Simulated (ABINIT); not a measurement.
# CsGeH3 (Pm-3m): zone-centre phonons, part 4 of 4

Which modes does CsGeH3 (Pm-3m) have at the zone centre?

ABINIT 10.8.3; DFT LDA, scalar-relativistic, plane waves, PseudoDojo norm-conserving pseudopotentials.

So far. Step 7 (Zone-centre response): The acoustic modes at Γ come out as far as 2.9 cm⁻¹ from zero, where they should vanish, a small numerical error. The lowest optical mode is imaginary, 1716i cm⁻¹, an instability at this level and on this k mesh. Step 8 (Zone-centre analysis): The rule moves no optical mode by more than 0.1 cm⁻¹. The relaxed cell has a = 4.092 Å (conventional setting).

The structure was built from a prototype and need not be the compound's stable phase.

## 9. Sum rules set otherwise (asr 0)

Without the rule the raw error of the acoustic modes shows.

The input, anaddb.abi:

```
ddb_filepath "gamma_DDB"
output_file "anaddb.abo"
outdata_prefix "anaddb"
asr 0
chneut 0
enunit 2
eivec 1
nph1l 1
qph1l 0.0 0.0 0.0 1.0
```

The input, mrgddb.in:

```
gamma_DDB
merged
2
dfpt_gammao_DDB
gso_DDB
```

Run with:

```
> mrgddb < mrgddb.in > mrgddb.log
> OMP_NUM_THREADS=1 anaddb anaddb.abi > anaddb.log
```

anaddb.abo, the main output file:

```text
-outvars_anaddb: echo values of input variables ----------------------

 Miscellaneous information :
      enunit         2
       eivec         1
      chneut         0
 First list of wavevector (reduced coord.) :
       nph1l         1
       qph1l
                     0.00000000E+00  0.00000000E+00  0.00000000E+00    1.000E+00

================================================================================

 read the DDB information and perform some checks

  ==== Info on the Cryst% object ====
 Real(R)+Recip(G) space primitive vectors, cartesian coordinates (Bohr,Bohr^-1):
 R(1)=  7.7323649  0.0000000  0.0000000  G(1)=  0.1293265  0.0000000  0.0000000
 R(2)=  0.0000000  7.7323649  0.0000000  G(2)=  0.0000000  0.1293265  0.0000000
 R(3)=  0.0000000  0.0000000  7.7323649  G(3)=  0.0000000  0.0000000  0.1293265
 Unit cell volume ucvol=  4.6231398E+02 bohr^3
 Angles (23,13,12)=  9.00000000E+01  9.00000000E+01  9.00000000E+01 degrees
 Time-reversal symmetry is present
 Reduced atomic positions [iatom, xred, symbol]:
    1)    0.0000000  0.0000000  0.0000000  Cs
    2)    0.5000000  0.5000000  0.5000000  Ge
    3)    0.5000000  0.5000000  0.0000000   H
    4)    0.5000000  0.0000000  0.5000000   H
    5)    0.0000000  0.5000000  0.5000000   H

 DDB file with 3 blocks has been read.

================================================================================

 Treat the first list of vectors

  Phonon wavevector (reduced coordinates) :  0.00000  0.00000  0.00000
 Phonon energies in Hartree :
  -7.819295E-03 -7.819295E-03 -7.819295E-03 -1.322201E-05 -1.322201E-05
  -1.322201E-05  5.673271E-04  5.673271E-04  5.673271E-04  3.612296E-03
   3.612296E-03  3.612296E-03  3.617024E-03  3.617024E-03  3.617024E-03
 Phonon energies in meV     :
- -2.127739E+02 -2.127739E+02 -2.127739E+02 -3.597892E-01 -3.597892E-01
- -3.597892E-01  1.543776E+01  1.543776E+01  1.543776E+01  9.829559E+01
-  9.829559E+01  9.829559E+01  9.842423E+01  9.842423E+01  9.842423E+01
 Phonon frequencies in cm-1    :
- -1.716137E+03 -1.716137E+03 -1.716137E+03 -2.901895E+00 -2.901895E+00
- -2.901895E+00  1.245139E+02  1.245139E+02  1.245139E+02  7.928074E+02
-  7.928074E+02  7.928074E+02  7.938450E+02  7.938450E+02  7.938450E+02
 Phonon frequencies in Thz     :
- -5.144849E+01 -5.144849E+01 -5.144849E+01 -8.699664E-02 -8.699664E-02
- -8.699663E-02  3.732833E+00  3.732833E+00  3.732833E+00  2.376777E+01
-  2.376777E+01  2.376777E+01  2.379887E+01  2.379887E+01  2.379887E+01
 Phonon energies in Kelvin  :
- -2.469138E+03 -2.469138E+03 -2.469138E+03 -4.175180E+00 -4.175180E+00
- -4.175180E+00  1.791477E+02  1.791477E+02  1.791477E+02  1.140673E+03
-  1.140673E+03  1.140673E+03  1.142166E+03  1.142166E+03  1.142166E+03

 Eigendisplacements
 (will be given, for each mode : in cartesian coordinates
   for each atom the real part of the displacement vector,
   then the imaginary part of the displacement vector - absolute values smaller than 1.0d-7 are set to zero)
  Mode number    1   Energy   -7.819295E-03
 Attention : low frequency mode.
   (Could be unstable or acoustic mode)
-  1  3.02905356E-05  0.00000000E+00  0.00000000E+00
-     0.00000000E+00  0.00000000E+00  0.00000000E+00
-  2  2.55758300E-04  0.00000000E+00  0.00000000E+00
-     0.00000000E+00  0.00000000E+00  0.00000000E+00
-  3  3.99870965E-04  0.00000000E+00  1.69425694E-06
-     0.00000000E+00  0.00000000E+00  0.00000000E+00
-  4  3.99870965E-04  2.99516463E-06  0.00000000E+00
-     0.00000000E+00  0.00000000E+00  0.00000000E+00
-  5 -2.32186463E-02  0.00000000E+00  0.00000000E+00
-     0.00000000E+00  0.00000000E+00  0.00000000E+00
  Mode number    2   Energy   -7.819295E-03
 Attention : low frequency mode.
   (Could be unstable or acoustic mode)
-  1  0.00000000E+00  3.02905356E-05  0.00000000E+00
-     0.00000000E+00  0.00000000E+00  0.00000000E+00
-  2  0.00000000E+00  2.55758300E-04  0.00000000E+00
-     0.00000000E+00  0.00000000E+00  0.00000000E+00
-  3  0.00000000E+00  3.99870966E-04  0.00000000E+00
-     0.00000000E+00  0.00000000E+00  0.00000000E+00
-  4  0.00000000E+00 -2.32186464E-02  0.00000000E+00
-     0.00000000E+00  0.00000000E+00  0.00000000E+00
-  5 -2.99516450E-06  3.99870966E-04  0.00000000E+00
-     0.00000000E+00  0.00000000E+00  0.00000000E+00
  Mode number    3   Energy   -7.819295E-03
 Attention : low frequency mode.
   (Could be unstable or acoustic mode)
-  1  0.00000000E+00  0.00000000E+00  3.02905358E-05
-     0.00000000E+00  0.00000000E+00  0.00000000E+00
-  2  0.00000000E+00  0.00000000E+00  2.55758302E-04
-     0.00000000E+00  0.00000000E+00  0.00000000E+00
-  3  0.00000000E+00  0.00000000E+00 -2.32186465E-02
-     0.00000000E+00  0.00000000E+00  0.00000000E+00
-  4  0.00000000E+00  0.00000000E+00  3.99870968E-04
-     0.00000000E+00  0.00000000E+00  0.00000000E+00
-  5 -1.69425718E-06  0.00000000E+00  3.99870968E-04
-     0.00000000E+00  0.00000000E+00  0.00000000E+00
  Mode number    4   Energy   -1.322201E-05
 Attention : low frequency mode.
   (Could be unstable or acoustic mode)
-  1  0.00000000E+00  0.00000000E+00 -1.62052515E-03
-     0.00000000E+00  0.00000000E+00  0.00000000E+00
-  2  0.00000000E+00  0.00000000E+00 -1.62438561E-03
-     0.00000000E+00  0.00000000E+00  0.00000000E+00
-  3  0.00000000E+00  0.00000000E+00 -1.62363065E-03
-     0.00000000E+00  0.00000000E+00  0.00000000E+00
-  4  0.00000000E+00  0.00000000E+00 -1.62280229E-03
-     0.00000000E+00  0.00000000E+00  0.00000000E+00
-  5  0.00000000E+00  0.00000000E+00 -1.62280229E-03
-     0.00000000E+00  0.00000000E+00  0.00000000E+00
  Mode number    5   Energy   -1.322201E-05
 Attention : low frequency mode.
   (Could be unstable or acoustic mode)
-  1  5.11822088E-07  1.62052507E-03  0.00000000E+00
-     0.00000000E+00  0.00000000E+00  0.00000000E+00
-  2  5.13041364E-07  1.62438553E-03  0.00000000E+00
-     0.00000000E+00  0.00000000E+00  0.00000000E+00
-  3  5.12541292E-07  1.62280221E-03  0.00000000E+00
-     0.00000000E+00  0.00000000E+00  0.00000000E+00
-  4  5.12541292E-07  1.62363057E-03  0.00000000E+00
-     0.00000000E+00  0.00000000E+00  0.00000000E+00
-  5  5.12802920E-07  1.62280221E-03  0.00000000E+00
-     0.00000000E+00  0.00000000E+00  0.00000000E+00
  Mode number    6   Energy   -1.322201E-05
 Attention : low frequency mode.
   (Could be unstable or acoustic mode)
-  1  1.62052507E-03 -5.11822673E-07  0.00000000E+00
-     0.00000000E+00  0.00000000E+00  0.00000000E+00
-  2  1.62438553E-03 -5.13041951E-07  0.00000000E+00
-     0.00000000E+00  0.00000000E+00  0.00000000E+00
-  3  1.62280220E-03 -5.12541878E-07  0.00000000E+00
-     0.00000000E+00  0.00000000E+00  0.00000000E+00
-  4  1.62280220E-03 -5.12803507E-07  0.00000000E+00
-     0.00000000E+00  0.00000000E+00  0.00000000E+00
-  5  1.62363057E-03 -5.12541878E-07  0.00000000E+00
-     0.00000000E+00  0.00000000E+00  0.00000000E+00
  Mode number    7   Energy    5.673271E-04
-  1  0.00000000E+00  0.00000000E+00 -1.22093419E-03
-     0.00000000E+00  0.00000000E+00  0.00000000E+00
-  2  0.00000000E+00  0.00000000E+00  2.18497437E-03
-     0.00000000E+00  0.00000000E+00  0.00000000E+00
-  3  0.00000000E+00  0.00000000E+00  1.55231493E-03
-     0.00000000E+00  0.00000000E+00  0.00000000E+00
-  4  0.00000000E+00  0.00000000E+00  8.28356040E-04
-     0.00000000E+00  0.00000000E+00  0.00000000E+00
-  5  0.00000000E+00  0.00000000E+00  8.28356040E-04
-     0.00000000E+00  0.00000000E+00  0.00000000E+00
  Mode number    8   Energy    5.673271E-04
-  1  4.17272836E-07 -1.22093412E-03  0.00000000E+00
-     0.00000000E+00  0.00000000E+00  0.00000000E+00
-  2 -7.46748235E-07  2.18497424E-03  0.00000000E+00
-     0.00000000E+00  0.00000000E+00  0.00000000E+00
-  3 -2.83103280E-07  8.28355992E-04  0.00000000E+00
-     0.00000000E+00  0.00000000E+00  0.00000000E+00
-  4 -2.83103280E-07  1.55231484E-03  0.00000000E+00
-     0.00000000E+00  0.00000000E+00  0.00000000E+00
-  5 -5.30527245E-07  8.28355992E-04  0.00000000E+00
-     0.00000000E+00  0.00000000E+00  0.00000000E+00
  Mode number    9   Energy    5.673271E-04
-  1  1.22093412E-03  4.17273458E-07  0.00000000E+00
-     0.00000000E+00  0.00000000E+00  0.00000000E+00
-  2 -2.18497424E-03 -7.46749350E-07  0.00000000E+00
-     0.00000000E+00  0.00000000E+00  0.00000000E+00
-  3 -8.28355992E-04 -2.83103703E-07  0.00000000E+00
-     0.00000000E+00  0.00000000E+00  0.00000000E+00
-  4 -8.28355992E-04 -5.30528037E-07  0.00000000E+00
-     0.00000000E+00  0.00000000E+00  0.00000000E+00
-  5 -1.55231484E-03 -2.83103703E-07  0.00000000E+00
-     0.00000000E+00  0.00000000E+00  0.00000000E+00
  Mode number   10   Energy    3.612296E-03
-  1  0.00000000E+00  0.00000000E+00  0.00000000E+00
-     0.00000000E+00  0.00000000E+00  0.00000000E+00
-  2  0.00000000E+00  0.00000000E+00  0.00000000E+00
-     0.00000000E+00  0.00000000E+00  0.00000000E+00
-  3  0.00000000E+00 -5.26373965E-07  0.00000000E+00
-     0.00000000E+00  0.00000000E+00  0.00000000E+00
-  4  0.00000000E+00  0.00000000E+00  1.64963404E-02
-     0.00000000E+00  0.00000000E+00  0.00000000E+00
-  5  0.00000000E+00  5.26373965E-07 -1.64963404E-02
-     0.00000000E+00  0.00000000E+00  0.00000000E+00
  Mode number   11   Energy    3.612296E-03
-  1  0.00000000E+00  0.00000000E+00  0.00000000E+00
-     0.00000000E+00  0.00000000E+00  0.00000000E+00
-  2  0.00000000E+00  0.00000000E+00  0.00000000E+00
-     0.00000000E+00  0.00000000E+00  0.00000000E+00
-  3  2.45085067E-07  1.64963404E-02  0.00000000E+00
-     0.00000000E+00  0.00000000E+00  0.00000000E+00
-  4 -2.45085069E-07  0.00000000E+00  5.26373948E-07
-     0.00000000E+00  0.00000000E+00  0.00000000E+00
-  5  0.00000000E+00 -1.64963404E-02 -5.26373949E-07
-     0.00000000E+00  0.00000000E+00  0.00000000E+00
  Mode number   12   Energy    3.612296E-03
-  1  0.00000000E+00  0.00000000E+00  0.00000000E+00
-     0.00000000E+00  0.00000000E+00  0.00000000E+00
-  2  0.00000000E+00  0.00000000E+00  0.00000000E+00
-     0.00000000E+00  0.00000000E+00  0.00000000E+00
-  3  1.64963404E-02 -2.45085034E-07  0.00000000E+00
-     0.00000000E+00  0.00000000E+00  0.00000000E+00
-  4 -1.64963404E-02  0.00000000E+00  0.00000000E+00
-     0.00000000E+00  0.00000000E+00  0.00000000E+00
-  5  0.00000000E+00  2.45085032E-07  0.00000000E+00
-     0.00000000E+00  0.00000000E+00  0.00000000E+00
  Mode number   13   Energy    3.617024E-03
-  1  0.00000000E+00  0.00000000E+00 -9.94803313E-05
-     0.00000000E+00  0.00000000E+00  0.00000000E+00
-  2  0.00000000E+00  0.00000000E+00 -2.77493277E-04
-     0.00000000E+00  0.00000000E+00  0.00000000E+00
-  3  0.00000000E+00  3.84603458E-07  3.27247475E-04
-     0.00000000E+00  0.00000000E+00  0.00000000E+00
-  4  0.00000000E+00  0.00000000E+00  1.63905366E-02
-     0.00000000E+00  0.00000000E+00  0.00000000E+00
-  5  0.00000000E+00  3.84603457E-07  1.63905366E-02
-     0.00000000E+00  0.00000000E+00  0.00000000E+00
  Mode number   14   Energy    3.617024E-03
-  1  0.00000000E+00  9.94803313E-05  0.00000000E+00
-     0.00000000E+00  0.00000000E+00  0.00000000E+00
-  2  0.00000000E+00  2.77493277E-04  0.00000000E+00
-     0.00000000E+00  0.00000000E+00  0.00000000E+00
-  3 -2.42666713E-07 -1.63905366E-02  0.00000000E+00
-     0.00000000E+00  0.00000000E+00  0.00000000E+00
-  4 -2.42666710E-07 -3.27247475E-04  3.84603396E-07
-     0.00000000E+00  0.00000000E+00  0.00000000E+00
-  5  0.00000000E+00 -1.63905366E-02  3.84603396E-07
-     0.00000000E+00  0.00000000E+00  0.00000000E+00
  Mode number   15   Energy    3.617024E-03
-  1  9.94803313E-05  0.00000000E+00  0.00000000E+00
-     0.00000000E+00  0.00000000E+00  0.00000000E+00
-  2  2.77493277E-04  0.00000000E+00  0.00000000E+00
-     0.00000000E+00  0.00000000E+00  0.00000000E+00
-  3 -1.63905366E-02  2.42666613E-07  0.00000000E+00
-     0.00000000E+00  0.00000000E+00  0.00000000E+00
-  4 -1.63905366E-02  0.00000000E+00  0.00000000E+00
-     0.00000000E+00  0.00000000E+00  0.00000000E+00
-  5 -3.27247475E-04  2.42666615E-07  0.00000000E+00
-     0.00000000E+00  0.00000000E+00  0.00000000E+00

 Analysis of degeneracies and characters (maximum tolerance=1.00E-06 a.u.)
 For each vibration mode, or group of modes if degenerate,
 the characters are given for each symmetry operation (see the list in the log file).
 Symmetry characters of vibration mode #   1
       degenerate with vibration modes #   2 to    3
  3.0 -3.0 -1.0  1.0 -1.0  1.0 -1.0  1.0  1.0 -1.0 -1.0  1.0  1.0 -1.0 -1.0  1.0
 -0.0  0.0  0.0 -0.0  0.0 -0.0 -0.0  0.0  1.0 -1.0 -1.0  1.0 -1.0  1.0  1.0 -1.0
 -0.0  0.0  0.0 -0.0 -0.0  0.0  0.0 -0.0  1.0 -1.0  1.0 -1.0 -1.0  1.0 -1.0  1.0
 Symmetry characters of vibration mode #   4
       degenerate with vibration modes #   5 to    6
  3.0 -3.0 -1.0  1.0 -1.0  1.0 -1.0  1.0  1.0 -1.0 -1.0  1.0  1.0 -1.0 -1.0  1.0
 -0.0  0.0 -0.0  0.0  0.0 -0.0  0.0 -0.0  1.0 -1.0 -1.0  1.0 -1.0  1.0  1.0 -1.0
 -0.0  0.0  0.0 -0.0  0.0 -0.0 -0.0  0.0  1.0 -1.0  1.0 -1.0 -1.0  1.0 -1.0  1.0
 Symmetry characters of vibration mode #   7
       degenerate with vibration modes #   8 to    9
  3.0 -3.0 -1.0  1.0 -1.0  1.0 -1.0  1.0  1.0 -1.0 -1.0  1.0  1.0 -1.0 -1.0  1.0
 -0.0  0.0 -0.0  0.0  0.0 -0.0  0.0 -0.0  1.0 -1.0 -1.0  1.0 -1.0  1.0  1.0 -1.0
 -0.0  0.0  0.0 -0.0  0.0 -0.0 -0.0  0.0  1.0 -1.0  1.0 -1.0 -1.0  1.0 -1.0  1.0
 Symmetry characters of vibration mode #  10
       degenerate with vibration modes #  11 to   12
  3.0 -3.0 -1.0  1.0 -1.0  1.0 -1.0  1.0 -1.0  1.0  1.0 -1.0 -1.0  1.0  1.0 -1.0
  0.0 -0.0  0.0 -0.0 -0.0  0.0 -0.0  0.0 -1.0  1.0  1.0 -1.0  1.0 -1.0 -1.0  1.0
  0.0 -0.0 -0.0  0.0 -0.0  0.0  0.0 -0.0 -1.0  1.0 -1.0  1.0  1.0 -1.0  1.0 -1.0
 Symmetry characters of vibration mode #  13
       degenerate with vibration modes #  14 to   15
  3.0 -3.0 -1.0  1.0 -1.0  1.0 -1.0  1.0  1.0 -1.0 -1.0  1.0  1.0 -1.0 -1.0  1.0
 -0.0  0.0 -0.0  0.0  0.0 -0.0  0.0 -0.0  1.0 -1.0 -1.0  1.0 -1.0  1.0  1.0 -1.0
 -0.0  0.0  0.0 -0.0  0.0 -0.0 -0.0  0.0  1.0 -1.0  1.0 -1.0 -1.0  1.0 -1.0  1.0
-
```

It took 0.5 s on 1 thread of Arm Neoverse V2, shared host.

Read from the output:

```
highest optical zone-centre mode (no LO-TO term) : 793.8 cm⁻¹
```

Zone-centre frequencies as printed; negative means imaginary. Modes:

| mode | frequency (cm⁻¹) |
| --- | --- |
| 1 | -1716 |
| 2 | -1716 |
| 3 | -1716 |
| 4 | -2.9 |
| 5 | -2.9 |
| 6 | -2.9 |
| 7 | 124.5 |
| 8 | 124.5 |
| 9 | 124.5 |
| 10 | 792.8 |
| 11 | 792.8 |
| 12 | 792.8 |
| 13 | 793.8 |
| 14 | 793.8 |
| 15 | 793.8 |

## 10. What came out

| Item | Value |
| --- | --- |
| space group after relaxation | Pm-3m |
| volume per atom | 13.7 Å³ |
| highest optical zone-centre mode (no LO-TO term) | 793.9 cm⁻¹ |
| lowest optical zone-centre mode | -1716 cm⁻¹ |
| imaginary optical modes at the zone centre (no q mesh in this session) | yes |

In words: At the LDA level the optical modes of CsGeH3 (Pm-3m) at the zone centre run from 1716i to 794 cm⁻¹, so the structure is a saddle point, with 3 modes beyond 10i cm⁻¹ there. The base run prints -0.66 GPa, mostly the error of a finite basis; the relaxation, with a smoothed and higher cutoff, had brought the cell to rest. These are harmonic frequencies at zero temperature: anharmonic shifts and linewidths and thermal expansion are left out. Spin-orbit coupling is left out, which can matter for the heavy elements here. In a metal the frequencies hang on the k mesh and the smearing, most of all near Kohn anomalies. The structure is a hypothetical one, built on a prototype.

[Host names and launcher messages were left out of these logs when they were recorded.]

[Logs are printed without paths, hosts, clocks, repeated set-up lines and the standing remarks that a program may print on its own settings, such as how far it seeks lower states.]

[Hosts, paths, dates, database ids (printed as entryN), source tags and the programs' standing remarks are cut or masked in the printed files.]
